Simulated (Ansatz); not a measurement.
# Gate voltage at the highest density: puckered SnSe monolayer

A layer charged from one gate needs a voltage that grows with the carrier density; the slope is e over the total capacitance.

How it was computed: Ansatz 0.2.0, plane waves with PAW datasets (its set soft_2), PBE-D3(BJ); isolated slab, charged sheet 4 Å from the outer atoms behind model barriers, atoms held, Fermi-Dirac smearing of 0.02585 eV. The voltage is that of the gate against the layer's Fermi level, from the uncharged case, which has a gap of 1.14 eV.

| run | added electrons (10¹³ per cm²) | gate voltage (V) |
| --- | --- | --- |
| run 1 | −1.00 | −1.14 |
| run 2 | −2.00 | −1.71 |
| run 3 | −4.00 | −2.83 |
| run 4 | −7.00 | −4.48 |
| run 5 | −11.00 | ? |

**Question.** What value belongs in the row marked “?”, and how far can the other rows tell?

A least-squares line through the 4 rows shown has slope 0.5562 and intercept −0.5933; no row lies more than 0.01 V off it. The capacitance is 1.602/0.5562 = 2.88 µF/cm², against 2.21 µF/cm² for plates 4 Å apart in vacuum; it is the larger, as where the added charge has its centre outside the outer atoms (not examined here). The intercept is mostly the shift of the Fermi level from inside the gap to the band edge. At −11.00 it gives 0.5562 × (−11.00) + (−0.5933) = −6.71 V, beyond the rows fitted. Rounding and scatter of the rows alone allow about ±0.030 V there.

The run itself gives −6.63 V: a miss of +0.08 V, or 1.2 % of the value. The capacitance rises a little towards the highest density.

Caveats: The gates are model sheets, not atoms, and low densities sample few k-points.
